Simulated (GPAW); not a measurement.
**Optical response of BaTiO3**

Wanted: where BaTiO3 starts to absorb, how strongly, and its refractive index.

Method: DFT, LDA, plane-wave PAW (GPAW data sets), scalar-relativistic, RPA, optical limit, in GPAW 26.7.0.

Report form: the programs' logs are mostly left out.

**1. Starting point**

Symmetry: P4/mmm, No. 123, tetragonal system. Conventional cell: a = 4.000 Å, b = 4.000 Å, c = 4.018 Å, α = 90.00°, β = 90.00°, γ = 90.00°. Ba has 12 O at 2.83 Å nearest. Ti has 6 O at 2.00 to 2.01 Å nearest. O has 2 Ti at 2.00 Å and 4 Ba at 2.83 Å nearest. Nearest to O lie 2 Ti at 2.01 Å and 4 Ba at 2.83 Å. Farther neighbours and most contacts between anions are not listed.

**2. Ground state**

The self-consistent density comes first; it also tells whether there is a gap, which decides the occupations and the need for a Drude term.

This step: DFT, LDA, plane-wave PAW (GPAW data sets), scalar-relativistic, ground state (GPAW 26.7.0).

The input, gs.py:

```python
from ase import Atoms
from ase.dft.bandgap import bandgap
from gpaw import GPAW, PW, FermiDirac

atoms = Atoms(['Ba', 'Ti', 'O', 'O', 'O'],
              cell=[[3.999800000000, 0.000000000000, 0.000000000000],
                    [0.000000000000, 3.999800000000, 0.000000000000],
                    [0.000000000000, 0.000000000000, 4.018000000000]],
              scaled_positions=[[0.000000000000, 0.000000000000, 0.000000000000],
                                [0.500000000000, 0.500000000000, 0.500000000000],
                                [0.000000000000, 0.500000000000, 0.500000000000],
                                [0.500000000000, 0.000000000000, 0.500000000000],
                                [0.500000000000, 0.500000000000, 0.000000000000]],
              pbc=[True, True, True])
atoms.calc = GPAW(mode=PW(500), xc='LDA', kpts={'size': (6, 6, 6), 'gamma': True},
                  occupations=FermiDirac(0.05), maxiter=150, txt='gs.txt')
print('energy (eV)', atoms.get_potential_energy())
print('Fermi level (eV)', atoms.calc.get_fermi_level())
print('valence electrons', atoms.calc.get_number_of_electrons())
print('gap (eV)', bandgap(atoms.calc, output=None)[0])
print('direct gap (eV)', bandgap(atoms.calc, direct=True, output=None)[0])
atoms.calc.write('gs.gpw')
```

Command:

```
$ OMP_NUM_THREADS=1 python gs.py
```

The job ended after 40 s (1 thread of Arm Neoverse V1, shared host; peak memory 0.18 GiB).

Read-outs, printed or worked out from the files:

* energy: -42.40 eV
* Fermi energy: 8.131 eV
* gap on the k-mesh: 1.683 eV
* direct gap on the mesh: 1.821 eV
* electrons: 40

There is a gap, 1.68 eV on this mesh (points off the mesh can give less), so no carriers' term is needed.

**3. Bands for the response**

The response needs many more empty bands than the density does.

This step: DFT, LDA, plane-wave PAW (GPAW data sets), scalar-relativistic, bands at fixed density (GPAW 26.7.0).

The input, nscf.py:

```python
from ase.dft.bandgap import bandgap
from gpaw import GPAW, FermiDirac

calc = GPAW('gs.gpw').fixed_density(kpts={'size': (8, 8, 8), 'gamma': True}, nbands=49, convergence={'bands': 43},
                                    occupations=FermiDirac(0.001), txt='nscf.txt')
print('gap (eV)', bandgap(calc, output=None)[0])
print('direct gap (eV)', bandgap(calc, direct=True, output=None)[0])
print('top band over the Fermi level (eV)', min(calc.get_eigenvalues(kpt=k)[42] for k in range(len(calc.get_ibz_k_points()))) - calc.get_fermi_level())
calc.write('full.gpw', mode='all')
```

Command:

```
$ OMP_NUM_THREADS=1 python nscf.py
```

Wall time 2 min (1 thread); peak memory 0.29 GiB.

**4. Dielectric function, RPA**

Local fields let the induced charge screen the field inside the cell, which as a rule lowers ε, most along directions where the density is uneven.

This step: DFT, LDA, plane-wave PAW (GPAW data sets), scalar-relativistic, RPA, optical limit (GPAW 26.7.0).

The input, df.py:

```python
from gpaw.response.df import DielectricFunction

df = DielectricFunction('full.gpw', frequencies={'type': 'nonlinear', 'domega0': 0.03, 'omega2': 8},
                        ecut=30,
                        eta=0.15,
                        nbands=43,
                        txt='df.txt')
for direction in ['x', 'z']:
    df.get_dielectric_function(xc='RPA', direction=direction, filename=f'df_{direction}.csv')
```

Command:

```
$ OMP_NUM_THREADS=1 python df.py
```

The job ended after 23 s (1 thread; peak memory 0.3 GiB).

This step gave:

| Quantity | Value |
| --- | --- |
| electronic dielectric constant ε∞, mean over x, y and z (by symmetry where fewer were run) | 6.330 |
| main peak of Im epsilon, first axis | 3.953 eV |
| centre of weight of the strongest loss peak in the window | 12.99 eV |

Some rows of df_x.csv (energy; Re and Im without local fields; Re and Im with them):

```text
0.000000, 6.500574, -0.000000, 6.335938, -0.000000
0.555532, 6.586606, 0.048515, 6.419301, 0.046983
1.143969, 6.911199, 0.129468, 6.733198, 0.124972
1.768324, 7.781355, 0.563516, 7.570650, 0.540016
2.431988, 8.738379, 2.107564, 8.499172, 1.988123
3.138794, 8.428480, 4.680880, 8.310435, 4.424520
3.893091, 5.790661, 7.595731, 6.064699, 7.392806
4.699832, 1.916022, 4.043766, 1.871990, 4.285425
5.564682, 3.111145, 2.556228, 2.923504, 2.706160
6.494155, 4.082752, 3.261810, 3.844494, 3.349017
7.495775, 2.469425, 4.346681, 2.016205, 4.412404
8.578281, 2.175187, 4.596794, 1.804534, 4.447746
9.751884, 0.894665, 4.414663, 0.684148, 4.085563
11.028587, -0.043395, 2.784282, -0.118190, 2.632340
12.422601, 0.016268, 1.425090, -0.207212, 1.364994
13.950874, 1.255708, 0.958262, 0.896445, 0.923798
15.633783, 2.215451, 1.697460, 1.341167, 1.157967
17.496047, 1.980760, 3.014403, 1.292407, 1.577411
19.567954, -1.785468, 2.354617, 1.212650, 2.174486
```

Values under the direct gap are tails of Lorentzian lines. The Im ε by photon energy; read off at these points:

| photon energy (eV) | E ∥ x | E ∥ z |
| --- | --- | --- |
| 0.00 | 0 | 0 |
| 0.50 | 0.0418 | 0.0417 |
| 1.00 | 0.100 | 0.1000 |
| 1.50 | 0.238 | 0.240 |
| 2.00 | 0.910 | 0.906 |
| 2.50 | 2.30 | 2.31 |
| 3.00 | 3.79 | 3.77 |
| 3.30 | 5.34 | 5.31 |
| 3.50 | 4.57 | 4.54 |
| 3.94 | 7.48 | 7.27 |
| 4.00 | 7.44 | 7.25 |
| 4.50 | 5.47 | 5.44 |
| 5.00 | 3.80 | 3.86 |
| 5.50 | 2.78 | 2.80 |
| 6.00 | 3.19 | 3.13 |
| 6.50 | 3.36 | 3.30 |
| 7.00 | 4.47 | 4.56 |
| 7.21 | 4.88 | 4.96 |
| 7.27 | 4.95 | 4.92 |
| 7.50 | 4.40 | 4.22 |
| 8.00 | 3.90 | 3.78 |
| 8.50 | 4.47 | 4.40 |
| 9.00 | 4.89 | 4.91 |
| 9.50 | 3.81 | 3.83 |
| 10.00 | 3.89 | 3.84 |
| 10.50 | 3.74 | 3.79 |
| 11.00 | 2.62 | 2.60 |
| 11.50 | 2.28 | 2.31 |
| 12.00 | 1.76 | 1.76 |
| 12.50 | 1.30 | 1.33 |
| 13.00 | 0.960 | 0.973 |
| 13.50 | 0.839 | 0.872 |
| 14.00 | 0.935 | 0.947 |
| 14.50 | 1.07 | 1.05 |
| 15.00 | 1.20 | 1.21 |
| 15.50 | 1.12 | 1.16 |
| 16.00 | 1.34 | 1.30 |
| 16.50 | 1.48 | 1.45 |
| 17.00 | 1.69 | 1.68 |
| 17.50 | 1.58 | 1.57 |
| 18.00 | 1.91 | 1.94 |
| 18.50 | 1.80 | 1.80 |
| 19.00 | 1.85 | 1.86 |
| 19.50 | 2.16 | 2.18 |

The Re ε by photon energy:

| photon energy (eV) | E ∥ x | E ∥ z |
| --- | --- | --- |
| 0 | 6.34 | 6.32 |
| 1 | 6.63 | 6.61 |
| 2 | 7.74 | 7.71 |
| 3 | 8.34 | 8.29 |
| 4 | 4.98 | 5.03 |
| 5 | 2.28 | 2.32 |
| 6 | 3.33 | 3.33 |
| 7 | 3.44 | 3.49 |
| 8 | 2.49 | 2.54 |
| 9 | 1.06 | 1.10 |
| 10 | 0.213 | 0.201 |
| 11 | -0.141 | -0.0943 |
| 12 | -0.473 | -0.435 |
| 13 | 0.218 | 0.216 |
| 14 | 0.937 | 0.921 |
| 15 | 1.10 | 1.12 |
| 16 | 1.30 | 1.29 |
| 17 | 1.33 | 1.37 |
| 18 | 1.40 | 1.38 |
| 19 | 1.37 | 1.39 |

The reflectivity at normal incidence has structure finer than the step of the table below, so its rows give means over 1 eV, whole bins alone (the curve runs from 0 to 19.9 eV). Peaks (eV: height): E ∥ x 3.9: 30.8, 7.3: 23.9, 9.1: 27.5, 10.5: 30.7, 11.9: 27.8; E ∥ z 3.9: 30.4, 7.3: 23.9, 9.1: 27.4, 10.5: 30.6, 11.9: 27.3.

Table of reflectivity at normal incidence by photon energy; means over each step:

| photon energy (eV) | E ∥ x (%) | E ∥ z (%) |
| --- | --- | --- |
| 1 | 19.5 | 19.5 |
| 2 | 22.7 | 22.6 |
| 3 | 26.1 | 26.0 |
| 4 | 29.3 | 29.0 |
| 5 | 19.3 | 19.3 |
| 6 | 16.5 | 16.5 |
| 7 | 21.7 | 21.8 |
| 8 | 21.3 | 20.8 |
| 9 | 24.5 | 24.3 |
| 10 | 25.3 | 25.1 |
| 11 | 26.4 | 26.1 |
| 12 | 24.9 | 24.6 |
| 13 | 12.8 | 12.8 |
| 14 | 4.78 | 4.94 |
| 15 | 5.84 | 5.83 |
| 16 | 6.33 | 6.20 |
| 17 | 8.11 | 8.02 |
| 18 | 9.44 | 9.53 |
| 19 | 10.4 | 10.5 |

Table of refractive index n and extinction k by photon energy:

| photon energy (eV) | n, E ∥ x | k, E ∥ x | n, E ∥ z | k, E ∥ z |
| --- | --- | --- | --- | --- |
| 0 | 2.52 | 0 | 2.51 | 0 |
| 1 | 2.57 | 0.0194 | 2.57 | 0.0194 |
| 2 | 2.79 | 0.163 | 2.78 | 0.163 |
| 3 | 2.96 | 0.641 | 2.95 | 0.640 |
| 4 | 2.64 | 1.41 | 2.63 | 1.38 |
| 5 | 1.83 | 1.04 | 1.85 | 1.04 |
| 6 | 1.99 | 0.801 | 1.99 | 0.788 |
| 7 | 2.13 | 1.05 | 2.15 | 1.06 |
| 8 | 1.89 | 1.03 | 1.88 | 1.00 |
| 9 | 1.74 | 1.40 | 1.75 | 1.40 |
| 10 | 1.43 | 1.36 | 1.42 | 1.35 |
| 11 | 1.11 | 1.18 | 1.12 | 1.16 |
| 12 | 0.821 | 1.07 | 0.830 | 1.06 |
| 13 | 0.776 | 0.619 | 0.779 | 0.625 |
| 14 | 1.06 | 0.440 | 1.06 | 0.447 |
| 15 | 1.17 | 0.514 | 1.18 | 0.512 |
| 16 | 1.26 | 0.534 | 1.25 | 0.521 |
| 17 | 1.32 | 0.640 | 1.33 | 0.632 |
| 18 | 1.37 | 0.696 | 1.37 | 0.709 |
| 19 | 1.36 | 0.682 | 1.36 | 0.684 |

Values under the direct gap are tails of Lorentzian lines. The Im ε, E ∥ x by photon energy; read off at these points:

| photon energy (eV) | without local fields | with local fields |
| --- | --- | --- |
| 0.00 | 0 | 0 |
| 0.50 | 0.0431 | 0.0418 |
| 1.00 | 0.104 | 0.100 |
| 1.50 | 0.248 | 0.238 |
| 2.00 | 0.952 | 0.910 |
| 2.50 | 2.43 | 2.30 |
| 3.00 | 4.02 | 3.79 |
| 3.30 | 5.58 | 5.34 |
| 3.50 | 4.76 | 4.57 |
| 3.94 | 7.63 | 7.48 |
| 4.00 | 7.52 | 7.44 |
| 4.50 | 5.18 | 5.47 |
| 5.00 | 3.56 | 3.80 |
| 5.50 | 2.63 | 2.78 |
| 6.00 | 3.06 | 3.19 |
| 6.50 | 3.27 | 3.36 |
| 7.00 | 4.30 | 4.47 |
| 7.27 | 4.78 | 4.95 |
| 7.50 | 4.33 | 4.40 |
| 8.00 | 3.95 | 3.90 |
| 8.50 | 4.62 | 4.47 |
| 9.00 | 5.12 | 4.89 |
| 9.50 | 4.11 | 3.81 |
| 10.00 | 4.16 | 3.89 |
| 10.50 | 3.95 | 3.74 |
| 11.00 | 2.77 | 2.62 |
| 11.50 | 2.36 | 2.28 |
| 12.00 | 1.83 | 1.76 |
| 12.50 | 1.38 | 1.30 |
| 13.00 | 1.04 | 0.960 |
| 13.50 | 0.898 | 0.839 |
| 14.00 | 0.972 | 0.935 |
| 14.50 | 1.11 | 1.07 |
| 15.00 | 1.36 | 1.20 |
| 15.50 | 1.54 | 1.12 |
| 16.00 | 2.04 | 1.34 |
| 16.50 | 2.41 | 1.48 |
| 17.00 | 2.83 | 1.69 |
| 17.50 | 3.02 | 1.58 |
| 18.00 | 4.51 | 1.91 |
| 18.16 | 4.67 | 1.95 |
| 18.50 | 4.29 | 1.80 |
| 19.00 | 4.35 | 1.85 |
| 19.50 | 2.58 | 2.16 |

From ε follow the optical constants at some laser and lamp lines:

| wavelength (nm) | n x | k x | R (%) x | 1/α x | n z | k z | R (%) z | 1/α z |
| --- | --- | --- | --- | --- | --- | --- | --- | --- |
| 1550 | 2.55 | 0.014 | 19.1 | 8.6 µm | 2.55 | 0.014 | 19.1 | 8.6 µm |
| 800 | 2.68 | 0.050 | 20.9 | 1.3 µm | 2.68 | 0.050 | 20.9 | 1.3 µm |
| 633 | 2.78 | 0.158 | 22.3 | 319 nm | 2.78 | 0.158 | 22.3 | 318 nm |
| 532 | 2.90 | 0.269 | 24.1 | 157 nm | 2.89 | 0.269 | 24.0 | 157 nm |
| 365 | 2.74 | 0.901 | 25.9 | 32 nm | 2.73 | 0.897 | 25.8 | 32 nm |
| 308 | 2.60 | 1.420 | 30.6 | 17 nm | 2.60 | 1.389 | 30.2 | 18 nm |
| 248 | 1.83 | 1.037 | 19.4 | 19 nm | 1.85 | 1.044 | 19.7 | 19 nm |

Below the direct gap, k and the depth come from the tails of the Lorentzian lines, not from transitions.

Rows near the edge hang on the gap, which this functional as a rule makes too small, and phonon-assisted absorption is left out.

**5. What came out**

```json
{"electronic dielectric constant ε∞, mean over x, y and z (by symmetry where fewer were run) (RPA)": "6.33", "main peak of Im epsilon, first axis": "3.95 eV", "centre of weight of the strongest loss peak in the window, first axis": "13.0 eV"}
```

What this shows: At this level (LDA, RPA) BaTiO3 has a mean ε∞ = 6.33 and n = 2.55 at 1550 nm (E ∥ x), and Im ε peaks at 4.0 eV (E ∥ x). On the mesh the gap is 1.68 eV and the least direct gap 1.82 eV, so on this mesh the band edges lie at different points. Local fields change the static value along x from 6.50 to 6.34 (-3 %). Distinct maxima of Im ε, read by a parabola through the highest points, lie at 3.29 eV (5.3), 3.95 eV (7.5), 7.28 eV (5.0) and 9.00 eV (4.9) for E ∥ x. The static values by axis are 6.34 (x), 6.32 (z). Excitons and phonon-assisted transitions are missing; LDA gaps are as a rule too small, which pulls the onset down and ε∞ up. Spin-orbit coupling is left out although heavy atoms are present. The sum runs over mesh points, so small or evenly spaced maxima can still be ripples of the mesh. The curves end at 20 eV, about where the summed bands run out. In this version of GPAW the matrix elements of the optical limit are incomplete, which can lower ε − 1 by up to a tenth where first-row anions or d states rule, and shift it by more in d metals.

[Machine, clock and banner lines and Python warnings are left out of the logs.]

[Logs are printed without paths, hosts, clocks, repeated set-up lines and the standing remarks that a program may print on its own settings, such as how far it seeks lower states.]

[Hosts, paths, dates, database ids (printed as entryN), source tags and the programs' standing remarks are cut or masked in the printed files.]
